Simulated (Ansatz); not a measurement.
## Mg(0001) with 2 thermally displaced layers, 2x2: scattering by thermal displacements

Wanted: the phonon-limited resistivity of Mg at 500 K by the Landauer route. The measured value for the pure metal at this temperature is 7.86 µΩ cm (CRC Handbook of Chemistry and Physics, 84th ed., 2003, Electrical Resistivity of Pure Metals).

Calculated with Ansatz 0.2.0; Ansatz plane-wave DFT, PBE, PAW files; ballistic transport by layer matching (Landauer), zero bias; PAW set soft_1.

Report form: the programs' logs are mostly left out.

## (1) The structure

The cell holds 48 atoms: 48 Mg. Cell: a = 6.419 Å, b = 6.419 Å, c = 31.262 Å, α = 90.0°, β = 90.0°, γ = 120.0°. It derives from Mg. Regions: lead, 40 atoms (40 Mg); scattering region, 8 atoms (8 Mg). The structure is stacked along c, and the current runs across the ab planes.

## (2) With 2 displaced layers

Each atom of 2 layers is moved at random, by amounts drawn from a normal law 0.138 Å wide in each direction from the Debye model (400 K) at 500 K. The layers about the cell's end stay perfect and serve as the lead. Disorder leaves little or no symmetry, which makes such runs dear. Energies from -0.05 to 0.05 eV in steps of 0.05 eV are too few for the program's thermal sum, so it prints no conductance; for a metal the transmission near the Fermi level serves, at a fraction of the cost.

input.yaml

```yaml
crystal:
  lattice:
    - [6.41854, 0.0, 0.0]
    - [-3.20927, 5.5586186952, 0.0]
    - [0.0, 0.0, 31.26198]
  atoms:
    - { symbol: Mg, position: [0.1666666667, 0.3333333333, 0.0416666667] }
    - { symbol: Mg, position: [0.1666666667, 0.8333333333, 0.0416666667] }
    - { symbol: Mg, position: [0.6666666667, 0.3333333333, 0.0416666667] }
    - { symbol: Mg, position: [0.6666666667, 0.8333333333, 0.0416666667] }
    - { symbol: Mg, position: [0.3333333333, 0.1666666667, 0.125] }
    - { symbol: Mg, position: [0.3333333333, 0.6666666667, 0.125] }
    - { symbol: Mg, position: [0.8333333333, 0.1666666667, 0.125] }
    - { symbol: Mg, position: [0.8333333333, 0.6666666667, 0.125] }
[... 36 atom lines left out ...]
    - { symbol: Mg, position: [0.3333333333, 0.1666666667, 0.9583333333] }
    - { symbol: Mg, position: [0.3333333333, 0.6666666667, 0.9583333333] }
    - { symbol: Mg, position: [0.8333333333, 0.1666666667, 0.9583333333] }
    - { symbol: Mg, position: [0.8333333333, 0.6666666667, 0.9583333333] }
kpoints:
  mp_grid: { grid: [4, 4, 1] }
hamiltonian:
  xc: pbe
  pseudopotentials: { kind: paw, azcp: { folder: soft_1 } }
scf:
  occupations: { method: fermi_dirac, width: 0.1 }
output:
  transmission: { leads: [[0, 8]], kmesh: [8, 8], e_range: [-0.05, 0.05], de: 0.05 }
  write_potential: true
  write_density: true
  volumetric_format: npy
  elf: true
```

Run with:

```sh
> ansatz run input.yaml --threads 4 --pin off --max-ram 15360MiB --backend cpu --events-out ev --progress --plain --runs-dir out
```

It took 11 min on 4 threads of Arm Neoverse V2, shared host; peak memory 6 GiB; 40 min of CPU time.

This step gave:

```
free energy                                    : -92342.8376 eV
energy at zero smearing                        : -92342.6013 eV
Fermi energy                                   : 5.543 eV
cell area                                      : 35.68 Å²
transmission per spin nearest the Fermi level  : 3.650
open channels per spin nearest the Fermi level : 3.766
step of the lead's potential                   : 7.8 meV
```

Per spin. The transmission, zone mean by energy, zero at the Fermi level:

| energy (eV) | transmission, zone mean |
| --- | --- |
| -0.0500 | 3.65 |
| 0.0000 | 3.65 |
| 0.0500 | 3.43 |

Per spin. Open channels, zone mean, lead against energy, zero at the Fermi level:

| energy (eV) | open channels, zone mean, lead |
| --- | --- |
| -0.0500 | 3.77 |
| 0.0000 | 3.77 |
| 0.0500 | 3.67 |

Transmission over k1 and k2. At 0.0000 eV from the Fermi level.

Ten even steps from '_' (1.95) to '@' (6.88):
```
----::::--------
::::__::__::::--
--::::@@@@::::--
==--__@@@@@@__--
----::::@@@@::::
::--::::__::__::
----------::::--
==--::--==--::--
```
Columns: k1 (b1) from -0.5 to 0.375; rows upwards: k2 (b2) from -0.5 to 0.375.

Open channels over k1 and k2. At 0.0000 eV from the Fermi level.

Ten even steps from '_' (2.00) to '@' (7.00):
```
====::::========
::::__::__::::==
==::::@@@@::::==
====__@@@@@@__==
====::::@@@@::::
::==::::__::__::
==========::::==
====::======::==
```
Columns: k1 (b1) from -0.5 to 0.375; rows upwards: k2 (b2) from -0.5 to 0.375.

ELF in the ca plane at fractional y = 0.163, with atoms of Mg within 0.2 Å of it. It is the smooth field of the valence electrons, not physical close to the nuclei.

Ten even steps from '0' (0.06) to '9' (0.70), each cell a mean:
```
75100015776567860121047621257740000157755577
73033302788999840323117876788720333037889988
71131311689999830423207899999612313127999998
72033302788999850233026889998611333037899988
75101104776567763000146666677630110157766677
66522246652124666444555542245664223566421246
67777777630002466777665421024667777776300025
67766677641002566655566531125677666766300036
76310136764235665200147764456653101467532357
74012203788777762023105887777620221047877787
72132311789998850232304888877511323027899998
72131311789998850232303888877502313127999998
73023203788888761033105787776520332047888888
76200025764335665100147765566641000367643467
67655567641002577665677531235666555676310136
67777777630002577777887300025667777775200025
66543356642013675111477400025665334676410146
```
Columns run along c (16.0 Å, from fractional 0.24 to 0.76 of the cell), rows up along a (6.4 Å). Atoms in or near the plane, at fractional coordinates: Mg at (0.29, 0.33), Mg at (0.29, 0.83), Mg at (0.46, 0.33), Mg at (0.46, 0.87), Mg at (0.62, 0.33), Mg at (0.62, 0.83).

Valence density in the ca plane at fractional y = 0.163, with atoms of Mg within 0.2 Å of it. It is the smooth field of the valence electrons, not physical close to the nuclei.

Ten steps, logarithmic in the rise over the least value, from '0' (0 e/Å³) to '9' (24 e/Å³), each cell a mean:
```
00001000000000000243000000000000110000000000
00157610000000001687300000000002675100000000
00289830000000001698300000000003897200000000
00168610000000000354100000000002786100000000
00013200000000000000000000000000231000000000
00000000000000000000000000000000000000000000
00000000000000000000000000000000000000000000
00000000000000000000000000000000000000000000
00000000000000000000000000000000000000000000
00035300000000000145200000000000453000000000
00279720000000000489600000000003896100000000
00279820000000000489610000000003897200000000
00046410000000000156300000000001564000000000
00000000000000000000000000000000000000000000
00000000000000000000000000000000000000000000
00000000000000000000000000000000000000000000
00000000000000000000000000000000000000000000
```
Columns run along c (16.0 Å, from fractional 0.24 to 0.76 of the cell), rows up along a (6.4 Å). Atoms in or near the plane, at fractional coordinates: Mg at (0.29, 0.33), Mg at (0.29, 0.83), Mg at (0.46, 0.33), Mg at (0.46, 0.87), Mg at (0.62, 0.33), Mg at (0.62, 0.83).

Electrostatic potential energy in the ca plane at fractional y = 0.163, with atoms of Mg within 0.2 Å of it. With pseudopotentials it is smooth inside the atoms' cores, unlike the true potential.

Ten even steps from '0' (-68 eV) to '9' (7 eV), each cell a mean:
```
99987899999999998756899999999999878999999999
99731379999999997201699999999997214899999999
99610069999999997200599999999995001799999999
99730279999999998534799999999996203799999999
99976789999999999888999999999998767999999999
99999999999999999999999999999999999999999999
99999999999889999999999999999999999999998999
99999999999899999999999999999999999999998999
99998999999999999988999999999999889999999999
99864689999999999754689999999998546899999999
99710169999999998500389999999996102799999999
99610069999999998500289999999996001799999999
99853489999999999743689999999997435899999999
99988899999999999988999999999999888999999999
99999999999899999999999999999999999999998999
99999999999889999999999998899999999999998999
99999999999999999989999998899999999999999999
```
Columns run along c (16.0 Å, from fractional 0.24 to 0.76 of the cell; values clipped at the 3rd and 97th percentile), rows up along a (6.4 Å). Atoms in or near the plane, at fractional coordinates: Mg at (0.29, 0.33), Mg at (0.29, 0.83), Mg at (0.46, 0.33), Mg at (0.46, 0.87), Mg at (0.62, 0.33), Mg at (0.62, 0.83).

Over the solved energies the transmission per spin lies between 3.43 and 3.65, out of 3.73 channels of the lead on average (up to 3.77).

## (3) With 6 displaced layers

Each atom of 6 layers is moved at random, by amounts drawn from a normal law 0.138 Å wide in each direction from the Debye model (400 K) at 500 K. A fresh draw is used; the growth of the resistance with length is what counts.

System of this step: Mg(0001) with 6 thermally displaced layers, 2x2. The cell holds 64 atoms: 64 Mg. Its edges and angles: a = 6.419 Å, b = 6.419 Å, c = 41.683 Å, α = 90.0°, β = 90.0°, γ = 120.0°. It derives from Mg. Regions: lead, 40 atoms (40 Mg); scattering region, 24 atoms (24 Mg). The structure is stacked along c, and the current runs across the ab planes.

input.yaml

```yaml
crystal:
  lattice:
    - [6.41854, 0.0, 0.0]
    - [-3.20927, 5.5586186952, 0.0]
    - [0.0, 0.0, 41.68264]
  atoms:
    - { symbol: Mg, position: [0.1666666667, 0.3333333333, 0.03125] }
    - { symbol: Mg, position: [0.1666666667, 0.8333333333, 0.03125] }
    - { symbol: Mg, position: [0.6666666667, 0.3333333333, 0.03125] }
    - { symbol: Mg, position: [0.6666666667, 0.8333333333, 0.03125] }
    - { symbol: Mg, position: [0.3333333333, 0.1666666667, 0.09375] }
    - { symbol: Mg, position: [0.3333333333, 0.6666666667, 0.09375] }
    - { symbol: Mg, position: [0.8333333333, 0.1666666667, 0.09375] }
    - { symbol: Mg, position: [0.8333333333, 0.6666666667, 0.09375] }
[... 52 atom lines left out ...]
    - { symbol: Mg, position: [0.3333333333, 0.1666666667, 0.96875] }
    - { symbol: Mg, position: [0.3333333333, 0.6666666667, 0.96875] }
    - { symbol: Mg, position: [0.8333333333, 0.1666666667, 0.96875] }
    - { symbol: Mg, position: [0.8333333333, 0.6666666667, 0.96875] }
kpoints:
  mp_grid: { grid: [4, 4, 1] }
hamiltonian:
  xc: pbe
  pseudopotentials: { kind: paw, azcp: { folder: soft_1 } }
scf:
  occupations: { method: fermi_dirac, width: 0.1 }
output:
  transmission: { leads: [[0, 8]], kmesh: [8, 8], e_range: [-0.05, 0.05], de: 0.05 }
  write_potential: true
  write_density: true
  volumetric_format: npy
```

The job ended after 15 min (4 threads; peak memory 9.7 GiB; 57 min of CPU time).

Numbers from this step:

```
free energy                                   : -123122.4487 eV
energy at zero smearing                       : -123122.1276 eV
Fermi energy                                  : 5.508 eV
transmission per spin nearest the Fermi level : 3.340
step of the lead's potential                  : 9.6 meV
```

Per spin. The transmission, zone mean by energy, zero at the Fermi level:

| energy (eV) | transmission, zone mean |
| --- | --- |
| -0.0500 | 3.31 |
| 0.0000 | 3.34 |
| 0.0500 | 3.26 |

Over the solved energies the transmission per spin lies between 3.26 and 3.34, out of 3.77 channels of the lead on average (up to 3.77).

## (4) With 10 displaced layers

Each atom of 10 layers is moved at random, by amounts drawn from a normal law 0.138 Å wide in each direction from the Debye model (400 K) at 500 K. A fresh draw is used; the growth of the resistance with length is what counts.

System of this step: Mg(0001) with 10 thermally displaced layers, 2x2. The cell holds 80 atoms: 80 Mg. Its edges and angles: a = 6.419 Å, b = 6.419 Å, c = 52.103 Å, α = 90.0°, β = 90.0°, γ = 120.0°. It derives from Mg. Regions: lead, 40 atoms (40 Mg); scattering region, 40 atoms (40 Mg). The structure is stacked along c, and the current runs across the ab planes.

input.yaml

```yaml
crystal:
  lattice:
    - [6.41854, 0.0, 0.0]
    - [-3.20927, 5.5586186952, 0.0]
    - [0.0, 0.0, 52.1033]
  atoms:
    - { symbol: Mg, position: [0.1666666667, 0.3333333333, 0.025] }
    - { symbol: Mg, position: [0.1666666667, 0.8333333333, 0.025] }
    - { symbol: Mg, position: [0.6666666667, 0.3333333333, 0.025] }
    - { symbol: Mg, position: [0.6666666667, 0.8333333333, 0.025] }
    - { symbol: Mg, position: [0.3333333333, 0.1666666667, 0.075] }
    - { symbol: Mg, position: [0.3333333333, 0.6666666667, 0.075] }
    - { symbol: Mg, position: [0.8333333333, 0.1666666667, 0.075] }
    - { symbol: Mg, position: [0.8333333333, 0.6666666667, 0.075] }
[... 68 atom lines left out ...]
    - { symbol: Mg, position: [0.3333333333, 0.1666666667, 0.975] }
    - { symbol: Mg, position: [0.3333333333, 0.6666666667, 0.975] }
    - { symbol: Mg, position: [0.8333333333, 0.1666666667, 0.975] }
    - { symbol: Mg, position: [0.8333333333, 0.6666666667, 0.975] }
kpoints:
  mp_grid: { grid: [4, 4, 1] }
hamiltonian:
  xc: pbe
  pseudopotentials: { kind: paw, azcp: { folder: soft_1 } }
scf:
  occupations: { method: fermi_dirac, width: 0.1 }
output:
  transmission: { leads: [[0, 8]], kmesh: [8, 8], e_range: [-0.05, 0.05], de: 0.05 }
  write_potential: true
  write_density: true
  volumetric_format: npy
```

Wall time 22 min (4 threads); peak memory 9.8 GiB.

This step gave:

```yaml
free_energy: -153902.0919 eV
energy_at_zero_smearing: -153901.6436 eV
fermi_energy: 5.479 eV
transmission_per_spin_nearest_the_fermi_level: 3.087
step_of_the_lead_s_potential: 2.7 meV
```

Per spin. Transmission, zone mean against energy, zero at the Fermi level:

| energy (eV) | transmission, zone mean |
| --- | --- |
| -0.0500 | 2.92 |
| 0.0000 | 3.09 |
| 0.0500 | 3.06 |

Over the solved energies the transmission per spin lies between 2.92 and 3.09, out of 3.70 channels of the lead on average (up to 3.77).

## (5) Resistance against length

This step: Ansatz plane-wave DFT, PBE, PAW files; ballistic transport by layer matching (Landauer), zero bias; resistivity from the slope of the area resistance; PAW set soft_1 (Ansatz 0.2.0).

This step gave:

```
resistivity           : 10.86 µΩ cm
intercept             : -0.001128 fΩ m²
scatter about the fit : 0.001775 fΩ m²
```

Resistance, by row:

| run | length (Å) | T | channels N | RA (fΩ m²) |
| --- | --- | --- | --- | --- |
| n2 | 5.21 | 3.577 | 3.734 | 0.05419 |
| n6 | 15.63 | 3.303 | 3.766 | 0.1711 |
| n10 | 26.05 | 3.022 | 3.703 | 0.2805 |

The area resistance by length of the displaced region:

| length of the displaced region (Å) | area resistance (fΩ m²) |
| --- | --- |
| 5.21 | 0.0542 |
| 15.63 | 0.171 |
| 26.05 | 0.280 |

The area resistance goes from 0.054 to 0.28 fΩ m² between 5.2 and 26.1 Å, a slope of 11 µΩ cm.

By hand from the end points: (0.2805 − 0.05419) fΩ m² / (26.05 − 5.21) Å = 11 µΩ cm, since 1 fΩ m² per Å is 1000 µΩ cm.

## (6) Summary of results

* resistivity from the slope: 10.9 µΩ cm
* area resistance over 5.21 Å: 0.0542 fΩ m²
* area resistance over 15.6 Å: 0.171 fΩ m²
* area resistance over 26.1 Å: 0.280 fΩ m²

**Reading.** The slope gives 11 µΩ cm. The points scatter by 0.0018 fΩ m² about the line, with one random draw a length in a 2x2 cell, so the slope is a rough value. The mean square of the displacements drawn is 0.73, 0.99 and 0.93 of the nominal one at the three lengths; with each resistance scaled back by that, the slope is 11 µΩ cm, the value used below. The lead's own channel count moves between the runs (3.73, 3.77 and 3.70), which shifts RA and the slope too. The current runs along the hexagonal axis, while the measured value below is not for that direction. Read with a model of isotropic scattering on a spherical Fermi surface and the lead's 0.81×10¹⁵ S/m², this slope means a mean free path near 96 Å; over these lengths the model's slope is 1.14 times its bulk resistivity, which would be 9.7 µΩ cm. Uncorrelated displacements put too much weight on short waves, which scatter strongly; with the sideways repeat of a small cell, one draw and three short lengths, the method is good to a factor of two or three. The measured value is 7.86 µΩ cm (CRC Handbook of Chemistry and Physics, 84th ed., 2003, Electrical Resistivity of Pure Metals); the scaled slope is 1.4 times that and the corrected value 1.2: fair for so small a cell.

[Logs are printed without paths, hosts, clocks, repeated set-up lines and the standing remarks that a program may print on its own settings, such as how far it seeks lower states.]

[Hosts, paths, dates, database ids (printed as entryN), source tags and the programs' standing remarks are cut or masked in the printed files.]
